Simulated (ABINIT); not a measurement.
## SnO2 (Cassiterite): G0W0 with ABINIT, start to end

Wanted: ground state, empty states, screening and self-energy for SnO2 (Cassiterite).

Main program and level: ABINIT 10.8.3; PBE and many-body steps on it, plane waves.

**What was measured.**

- Gap 3.6 eV: experimental gap quoted from earlier work; bulk crystal (quoted in “Study on the Photocatalytic Properties of Flower-Shaped SnO2”, 2022, pmc:9565917).

## 1. The structure

Symmetry: P4_2/mnm, No. 136, tetragonal system. Conventional cell: a = 4.738 Å, b = 4.738 Å, c = 3.187 Å, α = 90.00°, β = 90.00°, γ = 90.00°. Nearest to Sn lie 6 O at 2.05 to 2.06 Å. Nearest to O lie 3 Sn at 2.05 to 2.06 Å. Farther neighbours and most contacts between anions are not listed.

Structure file:

```cif
data_structure
_symmetry_space_group_name_H-M 'P4_2/mnm'
_symmetry_Int_Tables_number 136
_cell_length_a 4.7380
_cell_length_b 4.7380
_cell_length_c 3.1865
_cell_angle_alpha 90.000
_cell_angle_beta 90.000
_cell_angle_gamma 90.000
_cell_volume 71.53
loop_
_atom_site_label
_atom_site_type_symbol
_atom_site_symmetry_multiplicity
_atom_site_Wyckoff_symbol
_atom_site_fract_x
_atom_site_fract_y
_atom_site_fract_z
_atom_site_occupancy
Sn1 Sn 2 a 0.00000 0.00000 0.00000 1
O1 O 4 f 0.30710 0.30710 0.00000 1
```

The cell and positions come from the Crystallography Open Database and are kept as given unless a step says otherwise.

## 2. Ground state

This step: ABINIT 10.8.3; DFT, PBE, plane waves, norm-conserving pseudopotentials.

The ground-state density comes first.

Contents of run.abi:

```
acell 3*1.0 Angstrom
rprim 
  4.738000000000 0.000000000000 0.000000000000
  0.000000000000 4.738000000000 0.000000000000
  0.000000000000 0.000000000000 3.186500000000
ntypat 2
znucl 50 8
natom 6
typat 1 1 2 2 2 2
xred 
  0.000000000000 0.000000000000 0.000000000000
  0.500000000000 0.500000000000 0.500000000000
  0.307100000000 0.307100000000 0.000000000000
  0.192900000000 0.807100000000 0.500000000000
  0.692900000000 0.692900000000 0.000000000000
  0.807100000000 0.192900000000 0.500000000000
pp_dirpath "pseudos"
pseudos "Sn.upf, O.upf"
ecut 42
ngkpt 4 4 6
nshiftk 1
shiftk 0 0 0
kptopt 1
chksymbreak 0
nband 41
occopt 1
tolvrs 1e-10
nstep 60
prtwf 0
optforces 0
optstress 0
indata_prefix "in"
outdata_prefix "out"
tmpdata_prefix "tmp"
```

Run with:

```bash
$ OMP_NUM_THREADS=1 mpirun -n 4 abinit run.abi > log
```

Numbers of over 12 decimals in the logs are rounded to 6 here.

Output:

```text
.Version 10.8.3 of ABINIT. v10.8.2 released Aug 2026.

 Symmetries : space group P4_2/m n m (#136); Bravais tP (primitive tetrag.)
================================================================================
 Values of the parameters that define the memory need of the present run
     intxc =       0    ionmov =       0      iscf =       7    lmnmax =       6
     lnmax =       6     mgfft =      54  mpssoang =       3    mqgrid =    3001
     natom =       6  nloc_mem =       1    nspden =       1   nspinor =       1
    nsppol =       1      nsym =      16    n1xccc =    2501    ntypat =       2
    occopt =       1   xclevel =       2
-    mband =          41        mffmem =           1         mkmem =           6
       mpw =        6296          nfft =      104976          nkpt =          24
================================================================================
  Rough estimation (10% accuracy) of disk space for files :
================================================================================

--------------------------------------------------------------------------------
------------- Echo of variables that govern the present computation ------------
--------------------------------------------------------------------------------
 -outvars: echo values of preprocessed input variables --------
            acell      1.8897261259E+00  1.8897261259E+00  1.8897261259E+00 Bohr

      chksymbreak           0
             ecut      4.20000000E+01 Hartree
-          fftalg         312

              ixc     -101130
              kpt      0.00000000E+00  0.00000000E+00  0.00000000E+00
                       2.50000000E-01  0.00000000E+00  0.00000000E+00
                       5.00000000E-01  0.00000000E+00  0.00000000E+00
                       2.50000000E-01  2.50000000E-01  0.00000000E+00
                       5.00000000E-01  2.50000000E-01  0.00000000E+00
                       5.00000000E-01  5.00000000E-01  0.00000000E+00
                       0.00000000E+00  0.00000000E+00  1.66666667E-01
                       2.50000000E-01  0.00000000E+00  1.66666667E-01
                       5.00000000E-01  0.00000000E+00  1.66666667E-01
   [... 13 further rows ...]
                       5.00000000E-01  2.50000000E-01  5.00000000E-01
                       5.00000000E-01  5.00000000E-01  5.00000000E-01
         kptrlatt        4    0    0      0    4    0      0    0    6
          kptrlen      3.58140895E+01
P           mkmem           6
            natom           6
            nband          41
            ngfft          54      54      36
             nkpt          24
            nstep          60
             nsym          16
           ntypat           2
              occ      2.000000  2.000000  2.000000  2.000000  2.000000  2.000000
                       2.000000  2.000000  2.000000  2.000000  2.000000  2.000000
                       2.000000  2.000000  2.000000  2.000000  2.000000  2.000000
                       2.000000  2.000000  2.000000  2.000000  2.000000  2.000000
                       2.000000  2.000000  2.000000  2.000000  2.000000  2.000000
                       2.000000  2.000000  2.000000  2.000000  0.000000  0.000000
                       0.000000  0.000000  0.000000  0.000000  0.000000
        optforces           0
        optstress           0
            prtwf           0
            rprim      4.7380000000E+00  0.0000000000E+00  0.0000000000E+00
[...]
spgroup         136

           tolvrs      1.00000000E-10

             xred      0.0000000000E+00  0.0000000000E+00  0.0000000000E+00
[...]
znucl       50.00000    8.00000

================================================================================

 chkinp: Checking input parameters for consistency.

================================================================================
== DATASET  1 ==================================================================
-   mpi_nproc: 4, omp_nthreads: 1 (-1 if OMP is not activated)

--- !DatasetInfo
iteration_state: {dtset: 1, }
dimensions: {natom: 6, nkpt: 24, mband: 41, nsppol: 1, nspinor: 1, nspden: 1, mpw: 6296, }
cutoff_energies: {ecut:  42.0, pawecutdg:  -1.0, }
electrons: {nelect:   6.80000000E+01, charge:   0.00000000E+00, occopt:   1.00000000E+00, tsmear:   1.00000000E-02, }

 Real(R)+Recip(G) space primitive vectors, cartesian coordinates (Bohr,Bohr^-1):
 R(1)=  8.9535224  0.0000000  0.0000000  G(1)=  0.1116879  0.0000000  0.0000000
 R(2)=  0.0000000  8.9535224  0.0000000  G(2)=  0.0000000  0.1116879  0.0000000
 R(3)=  0.0000000  0.0000000  6.0216123  G(3)=  0.0000000  0.0000000  0.1660685
 Unit cell volume ucvol=  4.8272594E+02 bohr^3
 Angles (23,13,12)=  9.00000000E+01  9.00000000E+01  9.00000000E+01 degrees

 getcut: wavevector=  0.0000  0.0000  0.0000  ngfft=  54  54  36
         ecut(hartree)=     42.000   => boxcut(ratio)=   2.04927

--- Pseudopotential description ------------------------------------------------
- Sn Generated using ONCVPSP code by D. R. Hamann
- 50.00000  22.00000  171031                  znucl, zion, pspdat
12 -101130 2 -1 1628                          pspcod,pspxc,lmax,lloc,mmax
     nproj     2     2     2
  pspatm : epsatm=   27.31087254
         --- l  ekb(1:nproj) -->
[...]
pspatm: atomic psp has been read  and splines computed

- O Generated using ONCVPSP code by D. R. Hamann
-  8.00000   6.00000  171031                  znucl, zion, pspdat
12 -101130 2 -1 936                           pspcod,pspxc,lmax,lloc,mmax
     nproj     2     2     1
  pspatm : epsatm=    6.17005460
         --- l  ekb(1:nproj) -->
[...]
2   -1.331955
 pspatm: atomic psp has been read  and splines computed

   5.39253352E+03                                ecore*ucvol(ha*bohr**3)
--------------------------------------------------------------------------------

_setup2: Arith. and geom. avg. npw (full set) are    6276.344    6276.333

================================================================================

--- !BeginCycle
iteration_state: {dtset: 1, }
solver: {iscf: 7, nstep: 60, nline: 4, wfoptalg: 0, }
tolerances: {tolvrs: 1.00E-10, }

     iter   Etot(hartree)      deltaE(h)  residm     vres2
 ETOT  1  -508.63668929118    -5.086E+02 2.196E-01 1.209E+03
 ETOT  2  -509.05887037937    -4.222E-01 2.857E-02 1.183E+03
 ETOT  3  -509.49154456593    -4.327E-01 1.897E-02 1.499E+01
 ETOT  4  -509.49543743827    -3.893E-03 3.404E-03 1.151E+00
 ETOT  5  -509.49584511455    -4.077E-04 2.068E-03 8.763E-02
 ETOT  6  -509.49586478160    -1.967E-05 8.917E-04 2.898E-03
 ETOT  7  -509.49586499951    -2.179E-07 7.431E-04 2.571E-05
 ETOT  8  -509.49586500295    -3.441E-09 4.302E-04 5.826E-07
 ETOT  9  -509.49586500302    -7.344E-11 3.204E-04 3.678E-08
 ETOT 10  -509.49586500302     2.046E-12 2.448E-04 1.148E-09
 ETOT 11  -509.49586500304    -1.739E-11 2.319E-04 6.780E-11

 At SCF step   11       vres2   =  6.78E-11 < tolvrs=  1.00E-10 =>converged.

--- !ResultsGS
iteration_state: {dtset: 1, }
comment   : Summary of ground state results
lattice_vectors:
- [  8.9535224,   0.0000000,   0.0000000, ]
- [  0.0000000,   8.9535224,   0.0000000, ]
- [  0.0000000,   0.0000000,   6.0216123, ]
lattice_lengths: [   8.95352,    8.95352,    6.02161, ]
lattice_angles: [ 90.000,  90.000,  90.000, ] # degrees, (23, 13, 12)
lattice_volume:   4.8272594E+02
convergence: {deltae: -1.739E-11, res2:  6.780E-11, residm:  2.319E-04, diffor:  0.000E+00, }
etotal    :  -5.09495865E+02
entropy   :   0.00000000E+00
fermie    :   2.49058631E-01
cartesian_stress_tensor: null
pressure_GPa: null
xred      :
- [  0.0000E+00,   0.0000E+00,   0.0000E+00, Sn]
- [  5.0000E-01,   5.0000E-01,   5.0000E-01, Sn]
- [  3.0710E-01,   3.0710E-01,   0.0000E+00,  O]
- [  1.9290E-01,   8.0710E-01,   5.0000E-01,  O]
- [  6.9290E-01,   6.9290E-01,   0.0000E+00,  O]
- [  8.0710E-01,   1.9290E-01,   5.0000E-01,  O]
cartesian_forces: null
force_length_stats: {min: null, max: null, mean: null, }

 Integrated electronic density in atomic spheres:
 ------------------------------------------------
 Atom  Sphere_radius  Integrated_density
[...]
================================================================================

 ----iterations are completed or convergence reached----

 Mean square residual over all n,k,spin=   67.387E-08; max=  23.190E-05
 reduced coordinates (array xred) for    6 atoms
[...]
0.500000000000      0.500000000000      0.500000000000
       0.307100000000      0.307100000000      0.000000000000
       0.192900000000      0.807100000000      0.500000000000
       0.692900000000      0.692900000000      0.000000000000
       0.807100000000      0.192900000000      0.500000000000
 rms dE/dt=  0.0000E+00; max dE/dt=  0.0000E+00; dE/dt below (all hartree)
    1       0.000000000000      0.000000000000      0.000000000000
    2       0.000000000000      0.000000000000      0.000000000000
    3       0.000000000000      0.000000000000      0.000000000000
    4       0.000000000000      0.000000000000      0.000000000000
    5       0.000000000000      0.000000000000      0.000000000000
    6       0.000000000000      0.000000000000      0.000000000000

 cartesian coordinates (angstrom) at end:
    1      0.000000     0.000000     0.000000
    2      2.369000     2.369000     1.593250
    3      1.455040     1.455040     0.000000
    4      0.913960     3.824040     1.593250
    5      3.282960     3.282960     0.000000
    6      3.824040     0.913960     1.593250
 length scales=  1.889726125908  1.889726125908  1.889726125908 bohr
              =  1.000000000000  1.000000000000  1.000000000000 angstroms
 prteigrs : about to open file out_EIG
 Fermi (or HOMO) energy (hartree) =   0.24906   Average Vxc (hartree)=  -0.42434
 Eigenvalues (hartree) for nkpt=  24  k points:
 kpt#   1, nband= 41, wtk=  0.01042, kpt=  0.0000  0.0000  0.0000 (reduced coord)
  -4.45122   -4.45122   -2.82797   -2.82797   -2.82638   -2.82638   -2.82622   -2.82621
  -0.52850   -0.50088   -0.49067   -0.48981   -0.48981   -0.48655   -0.48526   -0.48206
  -0.48100   -0.48100   -0.44591   -0.37776   -0.37776   -0.31287   -0.04845    0.10009
   0.10009    0.10339    0.13529    0.17389    0.17716    0.20329    0.20329    0.22098
   0.22098    0.24906    0.29623    0.47480    0.48381    0.48381    0.63508    0.64049
   0.69479
 prteigrs : prtvol=0 or 1, do not print more k-points.

--- !EnergyTerms
iteration_state     : {dtset: 1, }
comment             : Components of total free energy in Hartree
kinetic             :  2.00434493865869E+02
hartree             :  1.58895150068854E+02
xc                  : -7.12084152046974E+01
Ewald energy        : -2.98339747503783E+02
psp_core            :  1.11710042103051E+01
local_psp           : -4.87139504680366E+02
non_local_psp       : -2.33088457592174E+01
total_energy        : -5.09495865003036E+02
total_energy_eV     : -1.38640887733278E+04
band_energy         : -6.12362511477276E+01

== END DATASET(S) ==============================================================
================================================================================

 -outvars: echo values of variables after computation  --------
           etotal     -5.0949586500E+02
            nband          41
             nkpt          24
          spgroup         136
 [... the other variables as echoed above ...]

 Calculation completed.
```

Wall time 70 s (4 MPI ranks of Arm Neoverse V1, shared host); peak memory 0.44 GiB.

This step gave:

```yaml
total_energy: -13864.0888 eV
gap: 1.284 eV
k_of_the_valence_top: 0, 0, 0
k_of_the_conduction_bottom: 0, 0, 0
least_direct_gap: 1.284 eV
```

The gap is direct, at Γ.

## 3. Empty states on the mesh, 4×4×4 mesh, 89 bands

The sums over transitions need many empty states on a uniform mesh; this step solves for them.

run.abi: that of step 2 with these lines changed.

```diff
@@ -19,3 +19,3 @@
 ecut 42
-ngkpt 4 4 6
+ngkpt 4 4 4
 nshiftk 1
@@ -24,9 +24,10 @@
 chksymbreak 0
-nband 41
-occopt 1
-tolvrs 1e-10
+iscf -2
+irdden 1
+istwfk *1
+nband 89
+nbdbuf 8
+tolwfr 1e-09
 nstep 60
-prtwf 0
-optforces 0
-optstress 0
+prtvol 0
 indata_prefix "in"
```

Output:

```text
.Version 10.8.3 of ABINIT. v10.8.2 released Aug 2026.

 Symmetries : space group P4_2/m n m (#136); Bravais tP (primitive tetrag.)
[... echo of the input left out ...]
== DATASET  1 ==================================================================
-   mpi_nproc: 4, omp_nthreads: 1 (-1 if OMP is not activated)

--- !DatasetInfo
iteration_state: {dtset: 1, }
dimensions: {natom: 6, nkpt: 18, mband: 89, nsppol: 1, nspinor: 1, nspden: 1, mpw: 6312, }
cutoff_energies: {ecut:  42.0, pawecutdg:  -1.0, }
electrons: {nelect:   6.80000000E+01, charge:   0.00000000E+00, occopt:   1.00000000E+00, tsmear:   1.00000000E-02, }

 Real(R)+Recip(G) space primitive vectors, cartesian coordinates (Bohr,Bohr^-1):
 R(1)=  8.9535224  0.0000000  0.0000000  G(1)=  0.1116879  0.0000000  0.0000000
 R(2)=  0.0000000  8.9535224  0.0000000  G(2)=  0.0000000  0.1116879  0.0000000
 R(3)=  0.0000000  0.0000000  6.0216123  G(3)=  0.0000000  0.0000000  0.1660685
 Unit cell volume ucvol=  4.8272594E+02 bohr^3
 Angles (23,13,12)=  9.00000000E+01  9.00000000E+01  9.00000000E+01 degrees

 getcut: wavevector=  0.0000  0.0000  0.0000  ngfft=  54  54  36
         ecut(hartree)=     42.000   => boxcut(ratio)=   2.04927

--- Pseudopotential description ------------------------------------------------
- Sn Generated using ONCVPSP code by D. R. Hamann
- 50.00000  22.00000  171031                  znucl, zion, pspdat
12 -101130 2 -1 1628                          pspcod,pspxc,lmax,lloc,mmax
     nproj     2     2     2
  pspatm : epsatm=   27.31087254
         --- l  ekb(1:nproj) -->
             0    9.701792   -0.671203
             1    4.046855   -0.266328
             2   -2.346641   -0.600143
 pspatm: atomic psp has been read  and splines computed

- O Generated using ONCVPSP code by D. R. Hamann
-  8.00000   6.00000  171031                  znucl, zion, pspdat
12 -101130 2 -1 936                           pspcod,pspxc,lmax,lloc,mmax
     nproj     2     2     1
  pspatm : epsatm=    6.17005460
         --- l  ekb(1:nproj) -->
[...]
2   -1.331955
 pspatm: atomic psp has been read  and splines computed

--------------------------------------------------------------------------------

================================================================================
 prteigrs : about to open file out_EIG
 Non-SCF case, kpt    1 (  0.00000  0.00000  0.00000), residuals and eigenvalues=
  3.50E-10  4.28E-10  1.63E-10  3.48E-10  1.81E-10  3.56E-10  1.44E-10  2.31E-10
  2.20E-10  1.86E-10  1.82E-10  1.59E-10  1.67E-10  7.36E-11  2.37E-10  1.74E-10
  1.69E-10  2.87E-10  2.07E-10  2.55E-10  4.51E-10  6.00E-10  1.32E-10  3.24E-10
[...]
4.26E-04
 -4.4512E+00 -4.4512E+00 -2.8280E+00 -2.8280E+00 -2.8264E+00 -2.8264E+00
 -2.8262E+00 -2.8262E+00 -5.2850E-01 -5.0088E-01 -4.9067E-01 -4.8981E-01
 -4.8981E-01 -4.8655E-01 -4.8526E-01 -4.8206E-01 -4.8100E-01 -4.8100E-01
[...]
1.5198E+00  1.5239E+00  1.5258E+00  1.5258E+00  1.5259E+00  1.6008E+00
  1.6242E+00  1.6242E+00  1.6303E+00  1.6430E+00  1.7181E+00  1.7563E+00
  1.7563E+00  1.8310E+00  1.8319E+00  1.8322E+00  1.8492E+00
 prteigrs : prtvol=0 or 1, do not print more k-points.

--- !ResultsGS
iteration_state: {dtset: 1, }
comment   : Summary of ground state results
lattice_vectors:
- [  8.9535224,   0.0000000,   0.0000000, ]
- [  0.0000000,   8.9535224,   0.0000000, ]
- [  0.0000000,   0.0000000,   6.0216123, ]
lattice_lengths: [   8.95352,    8.95352,    6.02161, ]
lattice_angles: [ 90.000,  90.000,  90.000, ] # degrees, (23, 13, 12)
lattice_volume:   4.8272594E+02
convergence: {deltae:  0.000E+00, res2:  0.000E+00, residm:  9.990E-10, diffor:  0.000E+00, }
etotal    :  -5.09495865E+02
entropy   :   0.00000000E+00
fermie    :   2.49058631E-01
cartesian_stress_tensor: null
pressure_GPa: null
xred      :
- [  0.0000E+00,   0.0000E+00,   0.0000E+00, Sn]
- [  5.0000E-01,   5.0000E-01,   5.0000E-01, Sn]
- [  3.0710E-01,   3.0710E-01,   0.0000E+00,  O]
- [  1.9290E-01,   8.0710E-01,   5.0000E-01,  O]
- [  6.9290E-01,   6.9290E-01,   0.0000E+00,  O]
- [  8.0710E-01,   1.9290E-01,   5.0000E-01,  O]
cartesian_forces: null
force_length_stats: {min: null, max: null, mean: null, }

 Integrated electronic density in atomic spheres:
 ------------------------------------------------
 Atom  Sphere_radius  Integrated_density
[...]
================================================================================

 ----iterations are completed or convergence reached----

 Mean square residual over all n,k,spin=   43.244E-11; max=  99.901E-11
 reduced coordinates (array xred) for    6 atoms
[...]
0.692900000000      0.692900000000      0.000000000000
       0.807100000000      0.192900000000      0.500000000000

 cartesian coordinates (angstrom) at end:
    1      0.000000     0.000000     0.000000
    2      2.369000     2.369000     1.593250
    3      1.455040     1.455040     0.000000
    4      0.913960     3.824040     1.593250
    5      3.282960     3.282960     0.000000
    6      3.824040     0.913960     1.593250
 length scales=  1.889726125908  1.889726125908  1.889726125908 bohr
              =  1.000000000000  1.000000000000  1.000000000000 angstroms
 prteigrs : about to open file out_EIG
 Eigenvalues (hartree) for nkpt=  18  k points:
 kpt#   1, nband= 89, wtk=  0.01563, kpt=  0.0000  0.0000  0.0000 (reduced coord)
[...]
1.51977    1.52386    1.52579    1.52579    1.52593    1.60083    1.62420    1.62420
   1.63025    1.64301    1.71809    1.75632    1.75632    1.83100    1.83190    1.83219
   1.84918
 prteigrs : prtvol=0 or 1, do not print more k-points.

== END DATASET(S) ==============================================================
================================================================================

 -outvars: echo values of variables after computation  --------
            nband          89
             nkpt          18
          spgroup         136
 [... the other variables as echoed above ...]

 Calculation completed.
```

Elapsed: 68 s, on 4 MPI ranks; peak memory 0.44 GiB.

This step gave:

```
gap                                                           : 1.284 eV
k of the valence top                                          : 0, 0, 0
k of the conduction bottom                                    : 0, 0, 0
least direct gap                                              : 1.284 eV
k points computed                                             : 18
lowest point of the top converged band, above the valence top : 36.96 eV
```

On this mesh the gap is 1.284 eV.

[end of part 1 of 2]

[Paths, hosts, dates, memory and timing lines, banners, echoed tables and standing remarks are left out of the program output.]

[Logs are printed without paths, hosts, clocks, repeated set-up lines and the standing remarks that a program may print on its own settings, such as how far it seeks lower states.]

[Runs of the session that timed out or met a known fault of the program may be left out.]

[No measured gap is set beside runs whose start may be inverted or whose files or cutoffs have a known fault.]

[Hosts, paths, dates, database ids (printed as entryN), source tags and the programs' standing remarks are cut or masked in the printed files.]

[G0W0 gaps are taken among the corrected bands and points alone; a level outside them can change the order at an edge.]

[Where Ansatz stands beside ABINIT at settings called matched, ABINIT's density can come from a denser mesh and the files from another edition; pairs whose starting gaps differed by over 0.03 eV were left out, so agreement reads better than it is.]
